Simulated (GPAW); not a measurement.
## Core-hole calculation of the Sc L₃ edge in ScCl (R-3m)

What does one-electron theory with a core hole give for the Sc L₃ edge of ScCl (R-3m)?

Main program and level: GPAW 26.7.0; X-ray absorption from dipole matrix elements to empty bands, plane-wave PAW LDA.

## 1. Set-up

It takes space group R-3m (No. 166, trigonal). The conventional cell has a = 3.473 Å, b = 3.473 Å, c = 26.710 Å, α = 90.00°, β = 90.00°, γ = 120.00°. Sc has 3 Cl at 2.59 Å nearest. Cl has 3 Sc at 2.59 Å nearest. Farther neighbours and most contacts between anions are not listed.

## 2. Ground state of the crystal

The ground state comes first: it tells whether the system has a gap, which decides how the excited electron is treated.

scf.py

```python
import numpy as np
from ase import Atoms
from ase.parallel import parprint, paropen
from gpaw import GPAW, PW, FermiDirac, Mixer, MixerDif, setup_paths
from gpaw.test import gen
setup_paths.insert(0, '.')
gen('Sc', name='nch2p', xcname='LDA', corehole=(2, 1, 0), write_xml=True)
from gpaw.mpi import world
world.barrier()

atoms = Atoms('Sc2Cl2',
    cell=[[1.7365, 1.00256874, 8.90333333],
     [-1.7365, 1.00256874, 8.90333333],
     [0, -2.00513748, 8.90333333]],
    scaled_positions=[[0.7863, 0.7863, 0.7863],
     [0.2137, 0.2137, 0.2137],
     [0.6086, 0.6086, 0.6086],
     [0.3914, 0.3914, 0.3914]],
    pbc=True)
atoms.calc = calc = GPAW(legacy_gpaw=True, mode=PW(430, force_complex_dtype=True), xc='LDA', setups={0: 'nch2p'},
    kpts={'size': (8, 8, 8), 'gamma': True}, occupations=FermiDirac(0.05),
    charge=0, mixer=Mixer(0.1, 5, 50), maxiter=150,
    convergence={'density': 0.0001, 'eigenstates': 1e-6}, txt='scf.txt')
energy = atoms.get_potential_energy() + calc.get_reference_energy()
ef = calc.get_fermi_level()
out = dict(energy=energy, fermi=ef, forces=atoms.get_forces().tolist())
parprint(f'all-electron energy {energy:.4f} eV, Fermi level {ef:.4f} eV')
ev = np.array([[calc.get_eigenvalues(k, s) for k in range(len(calc.get_ibz_k_points()))] for s in range(calc.get_number_of_spins())])
out['homo'], out['lumo'], out['counts'] = ev[ev < ef].max(), ev[ev > ef].min(), sorted(set((ev < ef).sum((0, 2)).tolist()))
out['filled'] = (ev[:, 0] < ef).sum(1).tolist()
import json
with paropen('out.json', 'w') as f:
    json.dump(out, f)
```

Command:

```sh
$ OMP_NUM_THREADS=1 mpirun -n 4 gpaw python scf.py
```

Numbers of over 12 decimals in the logs are rounded to 6 here.

Log:

```text
Input parameters:
  convergence: {density: 0.0001,
                eigenstates: 1e-06}
  kpts: {gamma: True,
         size: (8, 8, 8)}
  maxiter: 150
  mixer: {backend: pulay,
          beta: 0.1,
          method: separate,
          nmaxold: 5,
          weight: 50}
  mode: {ecut: 430.0,
         force_complex_dtype: True,
         name: pw}
  occupations: {fixmagmom: False,
                name: fermi-dirac,
                width: 0.05}
  setups: {0: nch2p}

Initialize ...

[... PAW data sets ...]

Reference energy: -66521.515691  # eV

Spin-paired calculation

[... convergence settings ...]
Symmetries present (total): 2
  [... symmetry matrices ...]

512 k-points: 8 x 8 x 8 Monkhorst-Pack grid + [1/16,1/16,1/16]
150 k-points in the irreducible part of the Brillouin zone
       k-points in crystal coordinates                weights
   0:     0.00000000    0.00000000    0.00000000          1/512
   1:     0.00000000    0.00000000    0.12500000          2/512
   2:     0.00000000    0.00000000    0.25000000          2/512
   3:     0.00000000    0.00000000    0.37500000          2/512
   4:     0.00000000    0.00000000    0.50000000          1/512
   5:     0.12500000   -0.12500000    0.00000000          2/512
   6:     0.12500000   -0.12500000    0.12500000          4/512
   7:     0.12500000   -0.12500000    0.25000000          4/512
   8:     0.12500000   -0.12500000    0.37500000          4/512
   9:     0.12500000   -0.12500000    0.50000000          2/512
          ...
 149:     0.50000000    0.50000000    0.50000000          1/512

Wave functions: Plane wave expansion
  Cutoff energy: 430.000 eV
  Number of coefficients (min, max): 1858, 1904
  Pulay-stress correction: 0.000000 eV/Ang^3 (de/decut=0.000000)
  Using FFTW library
  Wavefunction extrapolation:
    Improved wavefunction reuse through dual PAW basis

Occupation numbers: Fermi-Dirac:
  width: 0.0500  # eV

Eigensolver
   Davidson(niter=2)

Densities:
  Coarse grid: 45*45*45 grid
  Fine grid: 90*90*90 grid
  Total Charge: 0.000000

Density mixing:
  Method: separate
  Backend: pulay
  Linear mixing parameter: 0.1
  old densities: 5
  Width of damping distribution: 1.1
  Damping of long wavelength oscillations: 50

[... Hamiltonian set-up ...]
Number of atoms: 4
Number of atomic orbitals: 34
Number of bands in calculation: 26
Number of valence electrons: 36
Bands to converge: occupied

... initialized

Initializing position-dependent things.

Density initialized from atomic densities
Creating initial wave functions:
  26 bands from LCAO basis set

       Sc

       Cl

       Cl

       Sc

Atomic positions and initial magnetic moments

Positions:
   0 Sc    -0.000000    0.000000   21.002073    ( 0.0000,  0.0000,  0.0000)
   1 Sc     0.000000    0.000000    5.707927    ( 0.0000,  0.0000,  0.0000)
   2 Cl    -0.000000    0.000000   16.255706    ( 0.0000,  0.0000,  0.0000)
   3 Cl     0.000000    0.000000   10.454294    ( 0.0000,  0.0000,  0.0000)

Unit cell:
           periodic     x           y           z      points  spacing
  1. axis:    yes    1.736500    1.002569    8.903333    45     0.0664
  2. axis:    yes   -1.736500    1.002569    8.903333    45     0.0664
  3. axis:    yes    0.000000   -2.005137    8.903333    45     0.0664

  Lengths:   9.126331   9.126331   9.126331
  Angles:   21.937505  21.937505  21.937505

Effective grid spacing dv^(1/3) = 0.1007

iter:   1   -20.648270
iter:   2   -20.738571   +0.09  -1.36
iter:   3   -20.606282   -0.24  -1.41
iter:   4   -20.618688   -0.81  -1.60
iter:   5   -20.625366   -1.32  -1.75
iter:   6   -20.654864   -1.49  -1.90
iter:   7   -20.641348   -2.12  -2.12
iter:   8   -20.636343   -2.02  -2.41
iter:   9   -20.635617c  -2.57  -2.76
iter:  10   -20.635874c  -3.00  -3.06
iter:  11   -20.635889c  -3.50  -3.22
iter:  12   -20.636001c  -3.52  -3.29
iter:  13   -20.635979c  -3.76  -3.23
iter:  14   -20.635929c  -4.05  -3.41
iter:  15   -20.635918c  -4.72  -3.47
iter:  16   -20.635922c  -4.92  -3.68
iter:  17   -20.635925c  -5.34  -3.83
iter:  18   -20.635921c  -5.63  -4.04c
iter:  19   -20.635923c  -5.92  -4.25c
iter:  20   -20.635923c  -5.91  -4.48c
iter:  21   -20.635922c  -6.37c -4.65c

Converged after 21 iterations.

Dipole moment: (-0.000000, 0.000000, 0.000013) |e|*Ang

Energy contributions relative to reference atoms: (reference = -66521.515691)

Kinetic:         +5.536920
Potential:       -6.997522
External:        +0.000000
XC:             -19.479154
Entropy (-ST):   -0.074020
Local:           +0.340844
SIC:             +0.000000
--------------------------
Free energy:    -20.672932
Extrapolated:   -20.635922

Showing only first 2 kpts
 Kpt  Band  Eigenvalues  Occupancy
  0    16      2.75383    2.00000
  0    17      5.07370    0.02315
  0    18      6.23859    0.00000
  0    19      6.23860    0.00000

  1    16      3.02037    2.00000
  1    17      4.96832    0.17579
  1    18      5.92787    0.00000
  1    19      6.28812    0.00000

Fermi level: 4.85134

No gap
No difference between direct/indirect transitions

Forces in eV/Ang:
  0 Sc    0.00000    0.00001   -0.47553
  1 Sc    0.00000   -0.00001    0.47558
  2 Cl    0.00000   -0.00001   -0.53477
  3 Cl    0.00000    0.00000    0.53462
Scalar-relativistic atomic LDA calculation for Sc (Scandium, Z=21)
Core hole in 2p state (2p occupation: 6.0)
600 radial gridpoints.
|------------------------------------------------|
|------------------------------------------------|
[... the atom generator's iteration count ...]

Energy contributions:
-------------------------
Kinetic:     +767.457608
XC:           -37.092069
Potential:  -1492.606323
-------------------------
Total:       -762.240784

state      eigenvalue         ekin         rmax
-----------------------------------------------
1s^2.0 :  -161.115533   213.479235        0.048
2s^2.0 :   -17.378234    36.310250        0.284
2p^6.0 :   -14.259882    35.282801        0.232
3s^2.0 :    -2.010394     7.346128        0.926
3p^6.0 :    -1.233599     6.170333        0.967
3d^1.0 :    -0.125875     2.904225        1.096
4s^2.0 :    -0.157729     0.781674        3.069
4p^0.0 :    -0.055869     0.428549        4.035
-----------------------------------------------
(units: Bohr and Hartree)

Generating PAW setup
Kinetic energy of the core from tauc = 714.815722
Cutoffs:
rc(s)=2.320
rc(p)=2.420
rc(d)=2.260
rc(vbar)=2.260
rc(comp)=2.320
rc(nct)=2.420

Kinetic energy of the core states: 711.275779
Charge: 0.0
Core electrons: 10.0
Valence electrons: 11.0
Pseudo-core charge: 0.000003
Shape function alpha=1.858
Pseudo-electron charge 5.370589
state    eigenvalue         norm
--------------------------------
3s(2) :    -2.010394     0.485647
4s(2) :    -0.157729     0.974367
3p(6) :    -1.233599     0.308068
4p(0) :    -0.055869     0.980668
3d(1) :    -0.125875     0.602148
*d    :     0.874125
--------------------------------

Diagonalizing with gridspacing h=0.050

state   all-electron     PAW
-------------------------------
3s:      -2.010394    -2.010857
3p:      -1.233599    -1.234662
3d:      -0.125875    -0.126424
*f:                    0.063053
-------------------------------
all-electron energy -66542.1516 eV, Fermi level 4.8513 eV
```

Elapsed: 2.7 min, on 4 MPI ranks of Intel Xeon Platinum 8559C (Emerald Rapids), shared host; peak memory 0.36 GiB; 11 min of CPU time.

The mesh shows no gap, so the system is treated as a metal and the core electron is put at the Fermi level (neutral cell).

## 3. Spectrum without a core hole, 

This cheap baseline ignores the attraction of the hole: it shows the absorber's empty states as they are in the ground state. The data set with a hole of occupation 0 only carries the core orbital.

xas.py

```python
import numpy as np
from ase import Atoms
from ase.parallel import parprint, paropen
from gpaw import GPAW, PW, FermiDirac, Mixer, MixerDif, setup_paths
from gpaw.test import gen
setup_paths.insert(0, '.')
gen('Sc', name='nch2p', xcname='LDA', corehole=(2, 1, 0), write_xml=True)
from gpaw.mpi import world
world.barrier()

atoms = Atoms('Sc2Cl2',
    cell=[[1.7365, 1.00256874, 8.90333333],
     [-1.7365, 1.00256874, 8.90333333],
     [0, -2.00513748, 8.90333333]],
    scaled_positions=[[0.7863, 0.7863, 0.7863],
     [0.2137, 0.2137, 0.2137],
     [0.6086, 0.6086, 0.6086],
     [0.3914, 0.3914, 0.3914]],
    pbc=True)
atoms.calc = calc = GPAW(legacy_gpaw=True, mode=PW(430, force_complex_dtype=True), xc='LDA', setups={0: 'nch2p'},
    kpts={'size': (11, 11, 11), 'gamma': True}, occupations=FermiDirac(0.1),
    charge=0, mixer=Mixer(0.1, 5, 50), maxiter=150,
    convergence={'density': 0.0001, 'eigenstates': 1e-6}, txt='scf.txt')
energy = atoms.get_potential_energy() + calc.get_reference_energy()
ef = calc.get_fermi_level()
out = dict(energy=energy, fermi=ef, forces=atoms.get_forces().tolist())
parprint(f'all-electron energy {energy:.4f} eV, Fermi level {ef:.4f} eV')
ev = np.array([[calc.get_eigenvalues(k, s) for k in range(len(calc.get_ibz_k_points()))] for s in range(calc.get_number_of_spins())])
out['homo'], out['lumo'], out['counts'] = ev[ev < ef].max(), ev[ev > ef].min(), sorted(set((ev < ef).sum((0, 2)).tolist()))
out['filled'] = (ev[:, 0] < ef).sum(1).tolist()

from ase.units import Ha
from gpaw.xas import dipole_matrix_elements
nb = int(calc.get_number_of_electrons() / 2) + 68
top, nb = nb, nb + 8 + nb // 12
nscf = calc.fixed_density(kpts={'size': (7, 7, 7), 'gamma': True}, nbands=nb,
    convergence={'bands': top, 'eigenstates': 5e-3}, maxiter=60, txt='nscf.txt')
cell = atoms.cell.array
ops = [cell.T @ U.T @ np.linalg.inv(cell.T) for U in nscf.wfs.kd.symmetry.op_scc]
E = np.arange(-25, 34, 0.1)
fwhm = np.interp(E, [4, 25], [0.9, 3.5])
Y, X, zero, highest = 0, 0, 1e9, 1e9
for spin in range(nscf.get_number_of_spins()):
    wfs = nscf.wfs
    mine = wfs.bd.get_slice()  # this rank's bands
    A = dipole_matrix_elements(wfs.setups[0])
    eps = np.zeros((wfs.kd.nibzkpts, nb))
    d = np.zeros((3, A.shape[1], wfs.kd.nibzkpts, nb), complex)
    for kpt in wfs.kpt_u:
        if kpt.s == spin and 0 in kpt.P_ani:
            eps[kpt.k, mine] = kpt.eps_n * Ha
            d[:, :, kpt.k, mine] = (kpt.weight * wfs.nspins / 2) ** 0.5 * np.inner(A, kpt.P_ani[0])
    world.sum(eps)
    world.sum(d)
    T = np.einsum('amkn,bmkn->abkn', d, d.conj()).real
    T = sum(np.einsum('ai,ijkn,bj->abkn', R, T, R) for R in ops) / len(ops)
    empty = eps > ef
    zero, highest = min(zero, eps[empty].min()), min(highest, eps[:, top - 1].min())
    lines = [(eps, T, empty)] if spin == 0 else lines + [(eps, T, empty)]
for eps, T, empty in lines:
    f = np.einsum('aakn->akn', T).reshape(3, -1)
    x = eps.ravel() - zero
    w = np.interp(x, E, fwhm) / 2.35482
    g = np.exp(-0.5 * ((E[:, None] - x) / w) ** 2) / (w * (2 * np.pi) ** 0.5)
    Y = Y + (f * empty.ravel()) @ g.T
    X = X + (f * ~empty.ravel()) @ g.T
out.update(E=E.round(2).tolist(), xas=Y.tolist(), xes=X.tolist(), zero=zero, valid=highest - zero, nk=len(eps), nb=nb)
for i in range(0, len(E), 10):
    parprint(f'{E[i]:7.2f}', *(f'{v:10.3e}' for v in Y[:, i]))
import json
with paropen('out.json', 'w') as f:
    json.dump(out, f)
```

Command:

```sh
$ OMP_NUM_THREADS=1 mpirun -n 4 gpaw python xas.py
```

Log:

```text
Input parameters:
  convergence: {density: 0.0001,
                eigenstates: 1e-06}
  kpts: {gamma: True,
         size: (11, 11, 11)}
  maxiter: 150
  mixer: {backend: pulay,
          beta: 0.1,
          method: separate,
          nmaxold: 5,
          weight: 50}
  mode: {ecut: 430.0,
         force_complex_dtype: True,
         name: pw}
  occupations: {fixmagmom: False,
                name: fermi-dirac,
[...]
4s(2) :    -0.157729     0.974367
3p(6) :    -1.233599     0.308068
4p(0) :    -0.055869     0.980668
3d(1) :    -0.125875     0.602148
*d    :     0.874125
--------------------------------

Diagonalizing with gridspacing h=0.050

state   all-electron     PAW
-------------------------------
3s:      -2.010394    -2.010857
3p:      -1.233599    -1.234662
3d:      -0.125875    -0.126424
*f:                    0.063053
-------------------------------
all-electron energy -66542.1788 eV, Fermi level 4.8738 eV
[key lines of the parts left out:]
Converged after 21 iterations.
Dipole moment: (-0.000000, 0.000000, -0.000003) |e|*Ang
Free energy:    -20.758921
Fermi level: 4.87381
```

The job ended after 8.9 min (4 MPI ranks; peak memory 0.04 GiB).

The run was cut off at its time limit.

The time allowed ran out, so this step gives no result.

## 4. Reference energy of the supercell

The photon energy needs a difference of total energies, so the cell and mesh of the coming hole run are first run without a hole.

Changes to scf.py since step 2:

```diff
@@ -10,13 +10,21 @@
 
-atoms = Atoms('Sc2Cl2',
-    cell=[[1.7365, 1.00256874, 8.90333333],
-     [-1.7365, 1.00256874, 8.90333333],
-     [0, -2.00513748, 8.90333333]],
-    scaled_positions=[[0.7863, 0.7863, 0.7863],
-     [0.2137, 0.2137, 0.2137],
-     [0.6086, 0.6086, 0.6086],
-     [0.3914, 0.3914, 0.3914]],
+atoms = Atoms('Sc6Cl6',
+    cell=[[0, 6.01541245, 0],
+     [5.2095, 3.00770623, 0],
+     [-1.7365, -1.00256874, -8.90333333]],
+    scaled_positions=[[0, 0.2137, 0.6411],
+     [0.33333333, 0.54703333, 0.6411],
+     [0.66666667, 0.88036667, 0.6411],
+     [0, 0.7863, 0.3589],
+     [0.33333333, 0.11963333, 0.3589],
+     [0.66666667, 0.45296667, 0.3589],
+     [0, 0.3914, 0.1742],
+     [0.33333333, 0.72473333, 0.1742],
+     [0.66666667, 0.05806667, 0.1742],
+     [0, 0.6086, 0.8258],
+     [0.33333333, 0.94193333, 0.8258],
+     [0.66666667, 0.27526667, 0.8258]],
     pbc=True)
 atoms.calc = calc = GPAW(legacy_gpaw=True, mode=PW(430, force_complex_dtype=True), xc='LDA', setups={0: 'nch2p'},
-    kpts={'size': (8, 8, 8), 'gamma': True}, occupations=FermiDirac(0.05),
+    kpts={'size': (3, 3, 2), 'gamma': True}, occupations=FermiDirac(0.1),
     charge=0, mixer=Mixer(0.1, 5, 50), maxiter=150,
```

Command:

```sh
$ OMP_NUM_THREADS=1 mpirun -n 4 gpaw python scf.py
```

Log:

```text
Input parameters:
  convergence: {density: 0.0001,
                eigenstates: 1e-06}
  kpts: {gamma: True,
         size: (3, 3, 2)}
  maxiter: 150
  mixer: {backend: pulay,
          beta: 0.1,
          method: separate,
          nmaxold: 5,
          weight: 50}
  mode: {ecut: 430.0,
         force_complex_dtype: True,
         name: pw}
  occupations: {fixmagmom: False,
                name: fermi-dirac,
[...]
4s(2) :    -0.157729     0.974367
3p(6) :    -1.233599     0.308068
4p(0) :    -0.055869     0.980668
3d(1) :    -0.125875     0.602148
*d    :     0.874125
--------------------------------

Diagonalizing with gridspacing h=0.050

state   all-electron     PAW
-------------------------------
3s:      -2.010394    -2.010857
3p:      -1.233599    -1.234662
3d:      -0.125875    -0.126424
*f:                    0.063053
-------------------------------
all-electron energy -199626.5446 eV, Fermi level 4.8747 eV
[key lines of the parts left out:]
Converged after 23 iterations.
Dipole moment: (0.000000, 0.000000, 0.000000) |e|*Ang
Free energy:    -62.278429
Fermi level: 4.87474
```

It took 30 s on 4 MPI ranks; peak memory 0.26 GiB; 2 min of CPU time.

Reference energy: -199626.545 eV with the cores included.

(Continued in part 2 of 3.)

[Banner, clock and machine lines of the logs are left out without a mark of their own.]

[Logs are printed without paths, hosts, clocks, repeated set-up lines and the standing remarks that a program may print on its own settings, such as how far it seeks lower states.]

[Hosts, paths, dates, database ids (printed as entryN), source tags and the programs' standing remarks are cut or masked in the printed files.]

[Lists of maxima count a maximum above −3 eV only where it reaches 4 % of the highest in the window and stands out from its surroundings by 2 % of it (1.5 % where it reaches 55 %); shoulders and weaker maxima are passed over, and of the rest the first, up to two pre-edge ones and the few strongest are named.]
